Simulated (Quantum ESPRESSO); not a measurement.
# Magnetic state of MnSO4 from several starts, part 2 of 2

A self-consistent run ends on one state, which hangs on the start. Several orders of MnSO4 are started in Quantum ESPRESSO and their energies compared.

Quantum ESPRESSO 7.5; PBEsol with U = 4 eV on Mn d (ortho-atomic projectors); plane waves with GBRV 1.5 PBEsol potentials, no spin-orbit coupling.

So far, absolute magnetization (μB): step 2 (start 1: ferro ++) 10.0.

## (3) Run 2, typed as antiferro +−

The input, pw.in:

```
&CONTROL
  calculation = 'scf'
  prefix = 'pwscf'
  outdir = './tmp'
  pseudo_dir = './pseudo'
  disk_io = 'nowf'
/
&SYSTEM
  ibrav = 0
  celldm(1) = 8
  nat = 12
  ntyp = 4
  ecutwfc = 40
  ecutrho = 280
  nbnd = 60
  occupations = 'smearing'
  smearing = 'fd'
  degauss = 0.00367493
  nspin = 2
  starting_magnetization(1) = 0.3
  starting_magnetization(2) = -0.3
  starting_magnetization(3) = 0
  starting_magnetization(4) = 0
/
&ELECTRONS
  conv_thr = 2.4d-08
  electron_maxstep = 150
  mixing_beta = 0.3
/
ATOMIC_SPECIES
Mn1    54.9380 mn_pbesol_v1.5.uspp.F.UPF
Mn2    54.9380 mn_pbesol_v1.5.uspp.F.UPF
S      32.0600 s_pbesol_v1.4.uspp.F.UPF
O      15.9990 o_pbesol_v1.2.uspp.F.UPF
CELL_PARAMETERS alat
   0.6220742186502   -0.9502960249212    0.0000000000000
   0.6220742186502    0.9502960249212    0.0000000000000
   0.0000000000000    0.0000000000000    1.6176055626797
ATOMIC_POSITIONS crystal
Mn1     0.0000000000    0.0000000000    0.0000000000
Mn2     0.0000000000    0.0000000000    0.5000000000
S       0.6500000000    0.3500000000    0.2500000000
S       0.3500000000    0.6500000000    0.7500000000
O       0.7500000000    0.2500000000    0.0580000000
O       0.2500000000    0.7500000000    0.5580000000
O       0.2500000000    0.7500000000    0.9420000000
O       0.7500000000    0.2500000000    0.4420000000
O       0.7810000000    0.7190000000    0.2500000000
O       0.2190000000    0.2810000000    0.7500000000
O       0.7190000000    0.7810000000    0.7500000000
O       0.2810000000    0.2190000000    0.2500000000
K_POINTS automatic
4 4 4 0 0 0
HUBBARD {ortho-atomic}
U Mn1-3d 4.0000
U Mn2-3d 4.0000
```

Launch:

```
> OMP_NUM_THREADS=1 mpirun -n 4 pw.x -nk 4 -in pw.in > pw.out
```

Log:

```text
[banner, memory and clock lines left out]
Program PWSCF v.7.5 starts

     Message from routine setup:
     using ibrav=0 with symmetry is DISCOURAGED, use correct ibrav instead

     bravais-lattice index     =            0
     lattice parameter (alat)  =       8.0000  a.u.
     unit-cell volume          =     979.2052 (a.u.)^3
     number of atoms/cell      =           12
     number of atomic types    =            4
     number of electrons       =        90.00
     number of Kohn-Sham states=           60
     kinetic-energy cutoff     =      40.0000  Ry
     charge density cutoff     =     280.0000  Ry
     scf convergence threshold =      2.4E-08
     mixing beta               =       0.3000
     number of iterations used =            8  plain     mixing
     Exchange-correlation= SLA  PW   PSX  PSC
                           (   1   4  10   8   0   0   0)
     Hubbard projectors: ortho-atomic
     Hubbard parameters of DFT+U (Dudarev formulation) in eV:
     U(Mn1-3d) =  4.0000
     U(Mn2-3d) =  4.0000

     Internal variables: lda_plus_u =T, lda_plus_u_kind = 0

     Internal variables: orbital_resolved =F, hub_pot_fix =F, apply_U = F

     celldm(1)=   8.000000  celldm(2)=   0.000000  celldm(3)=   0.000000
     celldm(4)=   0.000000  celldm(5)=   0.000000  celldm(6)=   0.000000

     crystal axes: (cart. coord. in units of alat)
               a(1) = (   0.622074  -0.950296   0.000000 )
               a(2) = (   0.622074   0.950296   0.000000 )
               a(3) = (   0.000000   0.000000   1.617606 )

     reciprocal axes: (cart. coord. in units 2 pi/alat)
               b(1) = (  0.803763 -0.526152  0.000000 )
               b(2) = (  0.803763  0.526152 -0.000000 )
               b(3) = ( -0.000000  0.000000  0.618198 )

     PseudoPot. # 1 for Mn read from file:
     mn_pbesol_v1.5.uspp.F.UPF
     Pseudo is Ultrasoft + core correction, Zval = 15.0

     PseudoPot. # 2 for Mn read from file:
     mn_pbesol_v1.5.uspp.F.UPF
     Pseudo is Ultrasoft + core correction, Zval = 15.0

     PseudoPot. # 3 for S  read from file:
     s_pbesol_v1.4.uspp.F.UPF
     Pseudo is Ultrasoft + core correction, Zval =  6.0

     PseudoPot. # 4 for O  read from file:
     o_pbesol_v1.2.uspp.F.UPF
     Pseudo is Ultrasoft + core correction, Zval =  6.0

     atomic species   valence    mass     pseudopotential
     Mn1              15.00    54.93800     Mn( 1.00)
     Mn2              15.00    54.93800     Mn( 1.00)
     S                 6.00    32.06000     S ( 1.00)
     O                 6.00    15.99900     O ( 1.00)

     Starting magnetic structure
     atomic species   magnetization
     Mn1             0.300
     Mn2            -0.300
     S               0.000
     O               0.000

      4 Sym. Ops., with inversion, found

   Cartesian axes

     site n.     atom                  positions (alat units)
         1        Mn1    tau(   1) = (   0.0000000   0.0000000   0.0000000  )
         2        Mn2    tau(   2) = (   0.0000000   0.0000000   0.8088028  )
         3        S      tau(   3) = (   0.6220742  -0.2850888   0.4044014  )
         4        S      tau(   4) = (   0.6220742   0.2850888   1.2132042  )
         5        O      tau(   5) = (   0.6220742  -0.4751480   0.0938211  )
         6        O      tau(   6) = (   0.6220742   0.4751480   0.9026239  )
         7        O      tau(   7) = (   0.6220742   0.4751480   1.5237844  )
         8        O      tau(   8) = (   0.6220742  -0.4751480   0.7149817  )
         9        O      tau(   9) = (   0.9331113  -0.0589184   0.4044014  )
        10        O      tau(  10) = (   0.3110371   0.0589184   1.2132042  )
        11        O      tau(  11) = (   0.9331113   0.0589184   1.2132042  )
        12        O      tau(  12) = (   0.3110371  -0.0589184   0.4044014  )

     number of k points=    24  Fermi-Dirac smearing, width (Ry)=  0.0037
                       cart. coord. in units 2pi/alat
        k(    1) = (   0.0000000   0.0000000   0.0000000), wk =   0.0156250
        k(    2) = (   0.0000000   0.0000000   0.1545494), wk =   0.0312500
        k(    3) = (   0.0000000   0.0000000  -0.3090988), wk =   0.0156250
        k(    4) = (   0.2009407   0.1315380   0.0000000), wk =   0.0625000
        k(    5) = (   0.2009407   0.1315380   0.1545494), wk =   0.0625000
        [... 19 further k-points ...]

     Dense  grid:    77459 G-vectors     FFT dimensions: (  50,  50,  72)

     Smooth grid:    33479 G-vectors     FFT dimensions: (  40,  40,  54)

     Check: negative core charge=   -0.000024
     Generating pointlists ...
     new r_m :   0.1998 (alat units)  1.5983 (a.u.) for type    1
     new r_m :   0.1998 (alat units)  1.5983 (a.u.) for type    2
     new r_m :   0.1502 (alat units)  1.2016 (a.u.) for type    3
     new r_m :   0.1502 (alat units)  1.2016 (a.u.) for type    4

     Initial potential from superposition of free atoms

     starting charge      88.9998, renormalised to      90.0000

     STARTING HUBBARD OCCUPATIONS:

     =================== HUBBARD OCCUPATIONS ===================
     ------------------------ ATOM    1 ------------------------
     Tr[ns(  1)] (up, down, total) =   5.00000  0.00000  5.00000
     Atomic magnetic moment for atom   1 =   5.00000
     [... lines left out ...]
     ------------------------ ATOM    2 ------------------------
     Tr[ns(  2)] (up, down, total) =   0.00000  5.00000  5.00000
     Atomic magnetic moment for atom   2 =  -5.00000
     [... lines left out ...]
     Number of occupied Hubbard levels =   10.0000

     Atomic wfc used for Hubbard projectors are orthogonalized

     Starting wfcs are   66 randomized atomic wfcs

     Self-consistent Calculation

     iteration #  1     ecut=    40.00 Ry     beta= 0.30
     Davidson diagonalization with overlap
     ethr =  1.00E-02,  avg # of iterations =  3.2

     =================== HUBBARD OCCUPATIONS ===================
     ------------------------ ATOM    1 ------------------------
     Tr[ns(  1)] (up, down, total) =   4.95590  0.18133  5.13723
     Atomic magnetic moment for atom   1 =   4.77457
     [... lines left out ...]
     ------------------------ ATOM    2 ------------------------
     Tr[ns(  2)] (up, down, total) =   0.18131  4.95590  5.13721
     Atomic magnetic moment for atom   2 =  -4.77459
     [... lines left out ...]
     Number of occupied Hubbard levels =   10.2744

     total energy              =    -727.46979458 Ry
     estimated scf accuracy    <       2.52738387 Ry

     total magnetization       =    -0.00 Bohr mag/cell
     absolute magnetization    =     9.75 Bohr mag/cell

     iteration #  2     ecut=    40.00 Ry     beta= 0.30
     Davidson diagonalization with overlap
     ethr =  2.81E-03,  avg # of iterations =  2.0

     total energy              =    -727.90374471 Ry
     estimated scf accuracy    <       0.11057415 Ry

     total magnetization       =    -0.00 Bohr mag/cell
     absolute magnetization    =     9.69 Bohr mag/cell

     [... further iterations left out ...]

     iteration # 10     ecut=    40.00 Ry     beta= 0.30
     Davidson diagonalization with overlap
     ethr =  3.07E-10,  avg # of iterations =  3.1

     negative rho (up, down):  6.767E-04 6.767E-04

     total energy              =    -727.92860495 Ry
     estimated scf accuracy    <       0.00000008 Ry

     total magnetization       =    -0.00 Bohr mag/cell
     absolute magnetization    =     9.74 Bohr mag/cell

     iteration # 11     ecut=    40.00 Ry     beta= 0.30
     Davidson diagonalization with overlap
     ethr =  9.27E-11,  avg # of iterations =  2.0

     negative rho (up, down):  6.763E-04 6.763E-04

     Magnetic moment per site  (integrated on atomic sphere of radius R)
     atom   1 (R=0.200)  charge= 12.2179  magn=  4.1127
     atom   2 (R=0.200)  charge= 12.2179  magn= -4.1127
     atom   3 (R=0.150)  charge=  1.3693  magn=  0.0000
     atom   4 (R=0.150)  charge=  1.3693  magn=  0.0000
     atom   5 (R=0.150)  charge=  4.2206  magn=  0.0031
     atom   6 (R=0.150)  charge=  4.2206  magn= -0.0031
     atom   7 (R=0.150)  charge=  4.2206  magn=  0.0031
     atom   8 (R=0.150)  charge=  4.2206  magn= -0.0031
     atom   9 (R=0.150)  charge=  4.1926  magn= -0.0000
     atom  10 (R=0.150)  charge=  4.1926  magn= -0.0000
     atom  11 (R=0.150)  charge=  4.1926  magn= -0.0000
     atom  12 (R=0.150)  charge=  4.1926  magn= -0.0000

     End of self-consistent calculation

     =================== HUBBARD OCCUPATIONS ===================
     ------------------------ ATOM    1 ------------------------
     Tr[ns(  1)] (up, down, total) =   4.95420  0.23956  5.19376
     Atomic magnetic moment for atom   1 =   4.71464
     [... lines left out ...]
     ------------------------ ATOM    2 ------------------------
     Tr[ns(  2)] (up, down, total) =   0.23956  4.95420  5.19376
     Atomic magnetic moment for atom   2 =  -4.71464
     [... lines left out ...]
     Number of occupied Hubbard levels =   10.3875

     [... lines left out ...]
     the Fermi energy is     7.3782 ev

!    total energy              =    -727.92860518 Ry
     estimated scf accuracy    <       0.00000002 Ry
     smearing contrib. (-TS)   =      -0.00000000 Ry
     internal energy E=F+TS    =    -727.92860518 Ry

     The total energy is F=E-TS. E is the sum of the following terms:
     one-electron contribution =    -416.51066721 Ry
     hartree contribution      =     249.85935298 Ry
     xc contribution           =    -127.55203488 Ry
     ewald contribution        =    -433.80401903 Ry
     Hubbard energy            =       0.07876297 Ry

     total magnetization       =    -0.00 Bohr mag/cell
     absolute magnetization    =     9.74 Bohr mag/cell

     convergence has been achieved in  11 iterations
```

It took 59 s on 4 MPI ranks of Intel Xeon Platinum 8488C (Sapphire Rapids), shared host; peak memory 1 GiB.

Spin moment in the atom's sphere by atom:

```
atom  spin moment in the atom's sphere (μB)
 Mn1                                   4.11
 Mn2                                  -4.11
  S3                                   0.00
  S4                                   0.00
  O5                                   0.00
  O6                                   0.00
  O7                                   0.00
  O8                                   0.00
  O9                                   0.00
 O10                                   0.00
 O11                                   0.00
 O12                                   0.00
```

Numbers from this step:

| Item | Value |
| --- | --- |
| smearing term TS | 7.73e-14 eV |
| magnetization | 0 μB |
| absolute magnetization | 9.741 μB |
| final state | antiferromagnetic |

## (4) The states side by side

An order is kept where moments of 0.15 μB or more survive with the typed signs; meshes match where a doubled cell samples the same k points as the first cell.

Orders:

```
       start        final state  typed order kept  energy over the lowest (meV a seeded atom)  largest site moment (μB)  net moment (μB a cell of the first run)  mesh matched  CPU time (s)
    ferro ++      ferromagnetic               yes                                       12.57                     4.121                                       10           yes         225.2
antiferro +-  antiferromagnetic               yes                                           0                     4.113                                        0           yes         233.5
```

## (5) Occupations of the corrected shells in the lowest state

Occupations of the Hubbard shells:

```
block  type  shell  spin  electrons             occupation numbers
    1   Mn1     3d    up      4.954  0.978 0.989 0.993 0.997 0.997
    1   Mn1     3d  down     0.2396  0.015 0.024 0.026 0.079 0.095
    2   Mn2     3d    up     0.2396  0.015 0.024 0.026 0.079 0.095
    2   Mn2     3d  down      4.954  0.978 0.989 0.993 0.997 0.997
```

## (6) Summary of results

* lowest state found: antiferromagnetic (from antiferro +-)
* largest site moment: 4.11 μB
* next state with moments: ferromagnetic, 12.6 meV a seeded atom higher

In words: This is the lowest of 2 collinear or spinless starts, no proof of the ground state.

[Logs and program files are shortened in this print: banners, set-up blocks, solver, clock and traceback lines can be left out without a mark of their own.]

[Logs are printed without paths, hosts, clocks, repeated set-up lines and the standing remarks that a program may print on its own settings, such as how far it seeks lower states.]

[Hosts, paths, dates, database ids (printed as entryN), source tags and the programs' standing remarks are cut or masked in the printed files.]

[Where a cell is said to come from a database of computed structures, the database is the Materials Project.]
